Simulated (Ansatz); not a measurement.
# F on Ta(110): change of the work function

How does F on the hollow site change the work function of Ta(110) as the layer fills?

Program: Ansatz 0.2.0. Level of theory: plane-wave DFT, PBE, Ansatz PAW. Values are calculated unless marked as measured.

### 1. The structure

The cell holds 4 atoms: 4 Ta. Its edges and angles: a = 2.867 Å, b = 2.867 Å, c = 25.022 Å, α = 90.0°, β = 90.0°, γ = 70.5°. Vacuum lies along c.

### 2. The clean slab

The bare slab comes first, as the zero from which every change is counted. The two lowest layers are held at bulk places and the upper ones relax. The dipole correction removes the false field that a one-sided slab makes across the periodic vacuum, so each face gets a flat vacuum level of its own.

Contents of input.yaml:

```yaml
crystal:
  lattice:
    - [2.3405234457, -1.655, 0.0]
    - [2.3405234457, 1.655, 0.0]
    - [0.0, 0.0, 25.0215703372]
  atoms:
    - { symbol: Ta, position: [0.0, 0.0, 0.3596896549] }
    - { symbol: Ta, position: [0.5, 0.5, 0.453229885] }
    - { symbol: Ta, position: [0.0, 0.0, 0.546770115] }
    - { symbol: Ta, position: [0.5, 0.5, 0.6403103451] }
kpoints:
  mp_grid: { grid: [12, 12, 1] }
hamiltonian:
  xc: pbe
scf:
  occupations: { method: fermi_dirac, width: 0.1 }
  convergence: { dr2_threshold: 1.0e-08 }
efield:
  axis: 3
  dipole_correction: true
  ramp_position: 0.97
  ramp_width: 0.06
relax:
  f_tol: 0.02
  max_steps: 60
  constraints: [{ sites: [0, 1] }]
output:
  write_potential: true
  write_density: true
  volumetric_format: npy
```

The run is started by

```
> ansatz run input.yaml --threads 4 --pin off --max-ram 16384MiB --backend cpu --events-out ev --progress --plain --runs-dir out
```

Log:

```text
Engine: ansatz 0.2.0, aarch64-unknown-linux-gnu
Pseudopotentials: kind: paw
Pseudopotential: Ta, paw, valence charge 13, recommended cutoff 420 eV (normal), Ta.paw.azcp
Functional definition: PBE
  parameter kappa = 0.804
  parameter beta = 0.066725
  exchange = pbe_x(kappa = kappa, mu = beta*pi^2/3)
  correlation = pbe_c(beta = beta)
Crystal: 4 atoms, lattice volume = 193.845 Å³
Basis set: ecut = 420 eV, 3793 PW (Γ), exchange–correlation on 40×40×360 points (8 copies of the dense FFT grid, shifted against one another)
Bands: 32, of which v1, the nominal top of the filled ones, is band 26 counted from 1 (25 counted from 0)
Symmetry: 4 space group operations
k-points: 43 of 144
Non-local potential: Ta, projectors of the file, l = 0: 3, l = 1: 2, l = 2: 2, l = 3: 1
PAW form: soft (Blöchl's): semilocal exchange-correlation on the pseudo side does not see the compensation charge
PAW one-centre angular grid: Ta, 590 points (default); XC on 64 Gauss nodes
Initial density: superposition of atomic densities (neutral atoms: chi_scale 0, normalization atom), corrected by the library's trained network
Initial wavefunctions: pseudopotential atomic-orbital guess
Functional: x = pbe(κ = 0.804, μ = 0.219515), c = pbe(β = 0.066725)
SCF iter   1: F=—  HF=-39726.805781 eV  |F-HF|=—  |Δ(HF+E_count)|=         —  Δρ=5.76e-3  dr2=1.31e0  ethr=1.77e-3  p=0.000 e·Å  D=2.87e-15 V/Å  ΔV_dip=-0.00 eV  dr2_dipole=3.97e-7  V_vac-E_F(+/−)=4.99/4.99 eV  ⟨swp⟩=7.2  Hψ=6700  notcnv=0
efield: sawtooth ramp at fractional position 0.9700 (set: `efield.ramp_position`, or a place that a band, a saddle search or an elastic batch's reference lends), width 0.0600; the density the first Hamiltonian is built on has a dipole p = 0.000 e·Å; the dipole correction subtracts the counter field D = 2.87e-15 V/Å, which shifts the + side's vacuum level by -0.00 eV against the − side's; the planar-averaged density in the ramp window peaks in size at 1.7e-5 e/Å³
preconditioner: auto → LDOS  [metal: Δε(μ)=0.027 eV  Ē_g=3.845 eV  σ=0.100 eV  W_gap=0.07  n_scr=16 (ndim 8)  ℏωp=11.9 eV  f_vac=0.544  D(μ)=5.69/eV (n_scr^D=18)  β→1.0]
SCF iter   2: F=—  HF=-39726.762829 eV  |F-HF|=—  |Δ(HF+E_count)|=   4.30e-2  Δρ=1.63e-3  dr2=8.36e-3  ethr=1.77e-3  p=0.000 e·Å  D=1.67e-5 V/Å  ΔV_dip=-0.00 eV  dr2_dipole=3.15e-7  V_vac-E_F(+/−)=4.81/4.81 eV  ⟨swp⟩=1.4  Hψ=1741  notcnv=0
SCF iter   3: F=—  HF=-39726.763830 eV  |F-HF|=—  |Δ(HF+E_count)|=   1.00e-3  Δρ=5.10e-4  dr2=2.77e-3  ethr=1.61e-5  p=0.000 e·Å  D=3.06e-6 V/Å  ΔV_dip=-0.00 eV  dr2_dipole=3.35e-9  V_vac-E_F(+/−)=4.83/4.83 eV  ⟨swp⟩=2.9  Hψ=2823  notcnv=0
SCF iter   4: F=—  HF=-39726.763797 eV  |F-HF|=—  |Δ(HF+E_count)|=   3.32e-5  Δρ=1.73e-4  dr2=1.10e-4  ethr=5.34e-6  p=0.000 e·Å  D=2.16e-6 V/Å  ΔV_dip=-0.00 eV  dr2_dipole=4.75e-12  V_vac-E_F(+/−)=4.82/4.82 eV  ⟨swp⟩=2.3  Hψ=2226  notcnv=0
SCF iter   5: F=—  HF=-39726.763802 eV  |F-HF|=—  |Δ(HF+E_count)|=   5.00e-6  Δρ=5.33e-5  dr2=4.45e-6  ethr=2.12e-7  p=0.000 e·Å  D=1.34e-6 V/Å  ΔV_dip=-0.00 eV  dr2_dipole=4.23e-11  V_vac-E_F(+/−)=4.81/4.81 eV  ⟨swp⟩=2.5  Hψ=2216  notcnv=0
SCF iter   6: F=—  HF=-39726.763676 eV  |F-HF|=—  |Δ(HF+E_count)|=   1.25e-4  Δρ=2.05e-5  dr2=1.62e-6  ethr=8.57e-9  p=0.000 e·Å  D=6.97e-7 V/Å  ΔV_dip=-0.00 eV  dr2_dipole=2.92e-13  V_vac-E_F(+/−)=4.81/4.81 eV  ⟨swp⟩=2.7  Hψ=2519  notcnv=0
SCF iter   7: F=—  HF=-39726.763677 eV  |F-HF|=—  |Δ(HF+E_count)|=   4.16e-7  Δρ=5.04e-6  dr2=4.42e-8  ethr=3.12e-9  p=0.000 e·Å  D=3.02e-7 V/Å  ΔV_dip=-0.00 eV  dr2_dipole=1.73e-12  V_vac-E_F(+/−)=4.81/4.81 eV  ⟨swp⟩=2.7  Hψ=2586  notcnv=0
SCF iter   8: F=-39726.763677 eV  HF=-39726.763677 eV  |F-HF|=1.95e-8  |Δ(HF+E_count)|=   7.49e-8  Δρ=1.58e-6  dr2=3.85e-9  ethr=1.92e-11  p=0.000 e·Å  D=1.31e-7 V/Å  ΔV_dip=-0.00 eV  dr2_dipole=1.82e-13  V_vac-E_F(+/−)=4.81/4.81 eV  ⟨swp⟩=10.9  Hψ=10415  notcnv=0
SCF 1 converged in 8 iterations: F = -39726.763677 eV  dr2 = 3.85e-9
  greatest PAW one-centre occupation: 0.999 electrons in one spin orbital (limit 2), on the Ta atom at site 0 (counted from 0), in its partial waves of l = 0
relax step   1: F+E_penalty+E_count = -39726.76367691 eV  Δ(F+E_penalty+E_count) = +0.000e0 eV  max|allowed force component| = 4.148e-1 eV/Å  Δτ_max = 0.0000 Å  (8 SCF iters, accepted)
Initial density: handed on by an earlier stage of this run
Initial wavefunctions: those handed on with the density
iter 1 solved again at ethr=2.39e-3 eV; its pass at ethr=3.10e-3 eV (dr2=1.24e0 eV) is discarded
SCF iter   1: F=—  HF=-39726.839725 eV  |F-HF|=—  |Δ(HF+E_count)|=         —  Δρ=9.90e-3  dr2=1.15e0  ethr=2.39e-3  p=0.000 e·Å  D=1.07e-6 V/Å  ΔV_dip=-0.00 eV  dr2_dipole=5.18e-3  V_vac-E_F(+/−)=4.85/4.85 eV  ⟨swp⟩=1.1  Hψ=5524  notcnv=0
efield: sawtooth ramp at fractional position 0.9700 (set: `efield.ramp_position`, or a place that a band, a saddle search or an elastic batch's reference lends), width 0.0600; the density the first Hamiltonian is built on has a dipole p = 0.000 e·Å; the dipole correction subtracts the counter field D = 1.07e-6 V/Å, which shifts the + side's vacuum level by -0.00 eV against the − side's; the planar-averaged density in the ramp window peaks in size at 9.3e-6 e/Å³
preconditioner: auto → LDOS  [metal: Δε(μ)=0.002 eV  Ē_g=3.957 eV  σ=0.100 eV  W_gap=0.00  n_scr=16 (ndim 8)  ℏωp=11.9 eV  f_vac=0.555  D(μ)=5.52/eV (n_scr^D=18)  β→1.0]
SCF iter   2: F=—  HF=-39726.769057 eV  |F-HF|=—  |Δ(HF+E_count)|=   7.07e-2  Δρ=5.59e-3  dr2=2.66e-1  ethr=2.21e-3  p=0.012 e·Å  D=1.12e-2 V/Å  ΔV_dip=-0.28 eV  dr2_dipole=6.71e-3  V_vac-E_F(+/−)=4.53/4.81 eV  ⟨swp⟩=3.0  Hψ=2184  notcnv=0
SCF iter   3: F=—  HF=-39726.745759 eV  |F-HF|=—  |Δ(HF+E_count)|=   2.33e-2  Δρ=1.82e-3  dr2=2.99e-2  ethr=5.11e-4  p=0.006 e·Å  D=5.53e-3 V/Å  ΔV_dip=-0.14 eV  dr2_dipole=1.11e-3  V_vac-E_F(+/−)=4.69/4.83 eV  ⟨swp⟩=3.1  Hψ=2953  notcnv=0
SCF iter   4: F=—  HF=-39726.742032 eV  |F-HF|=—  |Δ(HF+E_count)|=   3.73e-3  Δρ=4.37e-4  dr2=8.85e-4  ethr=5.74e-5  p=0.006 e·Å  D=5.97e-3 V/Å  ΔV_dip=-0.15 eV  dr2_dipole=2.49e-5  V_vac-E_F(+/−)=4.67/4.82 eV  ⟨swp⟩=2.3  Hψ=2120  notcnv=0
SCF iter   5: F=—  HF=-39726.742227 eV  |F-HF|=—  |Δ(HF+E_count)|=   1.95e-4  Δρ=1.46e-4  dr2=1.02e-4  ethr=1.70e-6  p=0.006 e·Å  D=5.82e-3 V/Å  ΔV_dip=-0.15 eV  dr2_dipole=1.05e-5  V_vac-E_F(+/−)=4.68/4.82 eV  ⟨swp⟩=2.2  Hψ=2050  notcnv=0
SCF iter   6: F=—  HF=-39726.742256 eV  |F-HF|=—  |Δ(HF+E_count)|=   2.93e-5  Δρ=4.66e-5  dr2=2.46e-5  ethr=1.96e-7  p=0.006 e·Å  D=5.53e-3 V/Å  ΔV_dip=-0.14 eV  dr2_dipole=6.35e-6  V_vac-E_F(+/−)=4.68/4.82 eV  ⟨swp⟩=2.4  Hψ=2107  notcnv=0
SCF iter   7: F=—  HF=-39726.742246 eV  |F-HF|=—  |Δ(HF+E_count)|=   1.02e-5  Δρ=1.66e-5  dr2=2.34e-6  ethr=4.72e-8  p=0.006 e·Å  D=5.42e-3 V/Å  ΔV_dip=-0.14 eV  dr2_dipole=1.74e-8  V_vac-E_F(+/−)=4.69/4.82 eV  ⟨swp⟩=2.3  Hψ=1764  notcnv=0
SCF iter   8: F=—  HF=-39726.742124 eV  |F-HF|=—  |Δ(HF+E_count)|=   1.22e-4  Δρ=4.53e-6  dr2=6.34e-8  ethr=4.51e-9  p=0.006 e·Å  D=5.34e-3 V/Å  ΔV_dip=-0.13 eV  dr2_dipole=2.64e-9  V_vac-E_F(+/−)=4.69/4.82 eV  ⟨swp⟩=2.0  Hψ=1815  notcnv=0
SCF iter   9: F=—  HF=-39726.742124 eV  |F-HF|=—  |Δ(HF+E_count)|=   6.07e-8  Δρ=1.58e-6  dr2=1.93e-8  ethr=1.92e-11  p=0.006 e·Å  D=5.32e-3 V/Å  ΔV_dip=-0.13 eV  dr2_dipole=5.06e-9  V_vac-E_F(+/−)=4.69/4.82 eV  ⟨swp⟩=11.3  Hψ=10973  notcnv=0
SCF iter  10: F=-39726.742124 eV  HF=-39726.742124 eV  |F-HF|=1.79e-9  |Δ(HF+E_count)|=   1.34e-8  Δρ=5.81e-7  dr2=1.34e-9  ethr=1.92e-11  p=0.006 e·Å  D=5.31e-3 V/Å  ΔV_dip=-0.13 eV  dr2_dipole=4.40e-10  V_vac-E_F(+/−)=4.69/4.82 eV  ⟨swp⟩=10.0  Hψ=9405  notcnv=0
SCF 2 converged in 10 iterations: F = -39726.742124 eV  dr2 = 1.34e-9
  greatest PAW one-centre occupation: 1.000 electrons in one spin orbital (limit 2), on the Ta atom at site 3 (counted from 0), in its partial waves of l = 0
relax step   2: F+E_penalty+E_count = -39726.74212442 eV  Δ(F+E_penalty+E_count) = +2.155e-2 eV  max|allowed force component| = 7.793e-1 eV/Å  Δτ_max = 0.1926 Å  (10 SCF iters, rejected (line search))
iter 1 solved again at ethr=8.38e-4 eV; its pass at ethr=3.10e-3 eV (dr2=4.36e-1 eV) is discarded
SCF iter   1: F=—  HF=-39726.815846 eV  |F-HF|=—  |Δ(HF+E_count)|=         —  Δρ=5.63e-3  dr2=4.24e-1  ethr=8.38e-4  p=0.006 e·Å  D=5.31e-3 V/Å  ΔV_dip=-0.13 eV  dr2_dipole=4.73e-3  V_vac-E_F(+/−)=4.67/4.80 eV  ⟨swp⟩=1.2  Hψ=4821  notcnv=0
efield: sawtooth ramp at fractional position 0.9700 (set: `efield.ramp_position`, or a place that a band, a saddle search or an elastic batch's reference lends), width 0.0600; the density the first Hamiltonian is built on has a dipole p = 0.006 e·Å; the dipole correction subtracts the counter field D = 5.31e-3 V/Å, which shifts the + side's vacuum level by -0.13 eV against the − side's; the planar-averaged density in the ramp window peaks in size at 5.6e-6 e/Å³
preconditioner: auto → LDOS  [metal: Δε(μ)=0.011 eV  Ē_g=3.847 eV  σ=0.100 eV  W_gap=0.03  n_scr=16 (ndim 8)  ℏωp=11.9 eV  f_vac=0.548  D(μ)=5.97/eV (n_scr^D=30)  β→1.0]
SCF iter   2: F=—  HF=-39726.790129 eV  |F-HF|=—  |Δ(HF+E_count)|=   2.57e-2  Δρ=3.00e-3  dr2=5.27e-2  ethr=8.15e-4  p=-0.002 e·Å  D=-1.66e-3 V/Å  ΔV_dip=0.04 eV  dr2_dipole=2.68e-3  V_vac-E_F(+/−)=4.86/4.82 eV  ⟨swp⟩=2.7  Hψ=2118  notcnv=0
SCF iter   3: F=—  HF=-39726.784849 eV  |F-HF|=—  |Δ(HF+E_count)|=   5.28e-3  Δρ=1.14e-3  dr2=1.41e-2  ethr=1.01e-4  p=0.002 e·Å  D=2.13e-3 V/Å  ΔV_dip=-0.05 eV  dr2_dipole=1.26e-3  V_vac-E_F(+/−)=4.77/4.82 eV  ⟨swp⟩=2.8  Hψ=2591  notcnv=0
SCF iter   4: F=—  HF=-39726.783334 eV  |F-HF|=—  |Δ(HF+E_count)|=   1.52e-3  Δρ=3.41e-4  dr2=1.45e-3  ethr=2.72e-5  p=0.002 e·Å  D=1.77e-3 V/Å  ΔV_dip=-0.04 eV  dr2_dipole=2.49e-4  V_vac-E_F(+/−)=4.77/4.82 eV  ⟨swp⟩=2.0  Hψ=1772  notcnv=0
SCF iter   5: F=—  HF=-39726.783268 eV  |F-HF|=—  |Δ(HF+E_count)|=   6.56e-5  Δρ=1.01e-4  dr2=7.32e-5  ethr=2.78e-6  p=0.002 e·Å  D=1.73e-3 V/Å  ΔV_dip=-0.04 eV  dr2_dipole=4.36e-6  V_vac-E_F(+/−)=4.77/4.82 eV  ⟨swp⟩=2.1  Hψ=1774  notcnv=0
SCF iter   6: F=—  HF=-39726.783249 eV  |F-HF|=—  |Δ(HF+E_count)|=   1.90e-5  Δρ=2.91e-5  dr2=2.16e-6  ethr=1.41e-7  p=0.002 e·Å  D=1.85e-3 V/Å  ΔV_dip=-0.05 eV  dr2_dipole=9.87e-8  V_vac-E_F(+/−)=4.77/4.82 eV  ⟨swp⟩=2.8  Hψ=2503  notcnv=0
SCF iter   7: F=—  HF=-39726.783127 eV  |F-HF|=—  |Δ(HF+E_count)|=   1.22e-4  Δρ=1.01e-5  dr2=3.48e-7  ethr=4.15e-9  p=0.002 e·Å  D=1.92e-3 V/Å  ΔV_dip=-0.05 eV  dr2_dipole=1.11e-8  V_vac-E_F(+/−)=4.77/4.82 eV  ⟨swp⟩=2.3  Hψ=2301  notcnv=0
SCF iter   8: F=—  HF=-39726.783127 eV  |F-HF|=—  |Δ(HF+E_count)|=   2.34e-7  Δρ=2.98e-6  dr2=4.09e-8  ethr=6.70e-10  p=0.002 e·Å  D=1.98e-3 V/Å  ΔV_dip=-0.05 eV  dr2_dipole=1.09e-10  V_vac-E_F(+/−)=4.77/4.82 eV  ⟨swp⟩=2.3  Hψ=2073  notcnv=0
SCF iter   9: F=-39726.783127 eV  HF=-39726.783127 eV  |F-HF|=3.39e-9  |Δ(HF+E_count)|=   3.83e-8  Δρ=1.03e-6  dr2=5.51e-9  ethr=1.92e-11  p=0.002 e·Å  D=1.99e-3 V/Å  ΔV_dip=-0.05 eV  dr2_dipole=6.10e-10  V_vac-E_F(+/−)=4.77/4.82 eV  ⟨swp⟩=10.8  Hψ=10464  notcnv=0
SCF 3 converged in 9 iterations: F = -39726.783127 eV  dr2 = 5.51e-9
relax step   3: F+E_penalty+E_count = -39726.78312741 eV  Δ(F+E_penalty+E_count) = -1.945e-2 eV  max|allowed force component| = 1.779e-2 eV/Å  Δτ_max = 0.0888 Å  (9 SCF iters, accepted)
NSCF: frozen V_eff on 43 k-points
the band table was solved once a step of the walk had ended and its energy, with any forces and stress, was formed, with the checks that follow a solve (7258 applications of the Hamiltonian). They found nothing against the state; the energy, forces and stress were not computed again (output.eigenvalues in the input reference)
WARN: The output density's exchange-correlation potential varies sharply where the density is thin. Do not read a vacuum level from v_tot or v_xc, or from such a field of the output density. On a cell that repeats whose density bears no net charge and no dipole along the vacuum's axis use v_es (v_loc + v_h of the components); under efield.dipole_correction with no amplitude use v_es + v_field, which holds any externa [...]
SCF converged after 9 iterations
Free energy (F): -39726.783127 eV
Harris-Foulkes:  -39726.783127 eV  (|F-HF|=3.39e-9)
Internal energy: -39726.594280 eV  (E = F + TS)
E sigma→0 (E₀):  -39726.688704 eV
Entropy (-TS):   -0.188848 eV (-47.212 meV/atom)
Fermi energy:    4.106388 eV
Dipole field:    D = 0.002028 V/Å  (p = 0.002172 e·Å, saw-weighted, corrected)
Work function:   Φ+ = 4.7668 eV   Φ− = 4.8176 eV
Levels:          The Fermi level and band energies are counted from a zero that moves with the ramp; work functions are not
--- Per-component energies (eV) ---
  E_band       = -1175.816873
  E_kinetic    = 1457.922004
  E_local      = -55624.545187  (includes V_loc(G=0)·N_el)
  E_nonlocal   = 59.651063
  E_hartree    = 27096.646443
  E_xc         = -870.143284
  E_vxc        = -811.251716  (∫ρ·V_xc dr)
  E_paw        = -33585.914433  (= ΣΔE_a)
  E_vpaw       = -450.895849  (= ΣTr[D̂ρ^β])
  E_aug_tail   = 0.000571  (compensation charges beyond the density's cutoff)
  E_efield     = 0.000002  (sawtooth field / dipole correction)
  E_vefield    = 0.002282  (∫n·V_field dr)
  E_ewald      = 21739.788541
  E_smearing   = -0.188848  (= −TS)
  E_closure    = -0.000000  (closes the sum)
  Σ components = -39726.783127   (vs F -39726.783127, Δ=0.00e0)
--- Forces (eV/Å), atoms counted from 1 ---
  atom   1  Ta     0.00000000     0.00000000     0.43128867
  atom   2  Ta     0.00000000     0.00000000    -0.43322402
  atom   3  Ta     0.00000000     0.00000000    -0.01585177
  atom   4  Ta     0.00000000     0.00000000     0.01778526
  max |Σ_I F_I| component: 1.87e-6 eV/Å
--- Band table (eV; the first three rows and the last of 43) ---
  k-point 0: bands = [... 22 lower, 3.5859, 3.8018, 3.9092, 4.4738, 4.5203, 4.6621, 5.1191, 5.3470, ... 2 higher]
  k-point 1: bands = [... 22 lower, 3.5025, 3.7840, 3.9078, 4.2606, 4.4534, 4.7338, 5.0508, 5.2065, ... 2 higher]
  k-point 2: bands = [... 22 lower, 3.3305, 3.6231, 3.8165, 3.9022, 4.1304, 4.4107, 5.2264, 5.4658, ... 2 higher]
  k-point 42: bands = [... 22 lower, 2.9030, 3.3565, 4.2352, 5.6752, 5.9858, 6.4812, 6.5254, 6.5718, ... 2 higher]
--- Relaxed structure (3 steps of the walk, 2 accepted, 0 SCFs on fresh bases) ---
  F+E_penalty+E_count = -39726.78312741 eV   max|allowed force component| = 1.779e-2 eV/Å
  atoms:
    - { symbol: Ta, position: [0.0, 0.0, 0.3596896549] }
    - { symbol: Ta, position: [0.5, 0.5, 0.453230] }
    - { symbol: Ta, position: [0.0, 0.0, 0.546866] }
    - { symbol: Ta, position: [0.5, 0.5, 0.636762] }
```

Run time: 19 s. Hardware: 4 threads of Arm Neoverse V1, shared host; peak memory 0.57 GiB; 74 s of CPU time.

In the SCF lines HF is the Harris–Foulkes energy and dr2 the Hartree energy of the density residual, in eV; the loop may stop once dr2 is under the threshold and the program's other checks hold. Hψ counts applications of the Hamiltonian.

Relaxation path:

| step | energy less that of the first step (eV) | largest force component (eV/Å) |
| --- | --- | --- |
| 1 | 0.0000 | 0.4148 |
| 2 | 0.0216 | 0.7793 |
| 3 | -0.0194 | 0.0178 |

Relaxation step 2 was tried and not accepted.

Forces are held to the 4 operations that the program found; a distortion that breaks them can't arise in this run.

The atoms that moved most (Å):

| atom | dx | dy | dz | length |
| --- | --- | --- | --- | --- |
| Ta4 | 0.000 | 0.000 | -0.089 | 0.089 |

Read from the output:

| Item | Value |
| --- | --- |
| energy at zero smearing | -39726.6887 eV |
| work function, upper face | 4.767 eV |
| work function, lower face | 4.818 eV |
| dipole along the normal | 0.002172 e·Å |
| step between the vacuum levels | -0.05074 eV |

Running mean over 2.341 Å of the planar mean; the ramp of the sawtooth is left out. Electron's electrostatic potential energy less the Fermi level against z:

z (Å), electron's electrostatic potential energy less the Fermi level (eV) and a bar from the least value:
```
      3.5        4.8 ##############################
      4.0        4.8 ##############################
      4.5        4.8 ##############################
      5.0        4.8 ##############################
      5.5        4.8 ##############################
      6.0        4.6 ##############################
      6.5        4.2 #############################
      7.0        3.0 ##########################
      7.5       -0.2 ####################
      8.0       -5.2 ###########
      8.5       -8.9 ####
      9.0      -10.1 #
      9.5      -10.1 #
     10.0      -10.0 ##
     10.5      -10.0 ##
     11.0      -10.0 ##
     11.5      -10.0 ##
     12.0      -10.0 ##
     12.5      -10.0 ##
     13.0      -10.0 ##
     13.5      -10.0 ##
     14.0      -10.3 #
     14.5      -10.7 
     15.0      -10.9 
     15.5      -10.5 #
     16.0      -10.1 #
     16.5       -8.6 ####
     17.0       -4.5 ############
     17.5        0.3 #####################
     18.0        3.2 ###########################
     18.5        4.3 #############################
     19.0        4.6 ##############################
     19.5        4.7 ##############################
     20.0        4.8 ##############################
     20.5        4.8 ##############################
     21.0        4.8 ##############################
     21.5        4.8 ##############################
```

The relaxation took 3 steps and lowered the energy by 0.019 eV; the largest force on the free atoms ends at 0.018 eV/Å.

The work function of the upper face is 4.77 eV.

(Continued in part 2 of 4.)

[Long decimals in the printed logs are rounded to 6 places.]

[Logs are printed without paths, hosts, clocks, repeated set-up lines and the standing remarks that a program may print on its own settings, such as how far it seeks lower states.]

[Hosts, paths, dates, database ids (printed as entryN), source tags and the programs' standing remarks are cut or masked in the printed files.]

[Maps of the electrostatic potential energy from Ansatz leave out the sawtooth potential of an applied field or a dipole correction, so their vacuum need not be flat; planar profiles and work functions include it.]
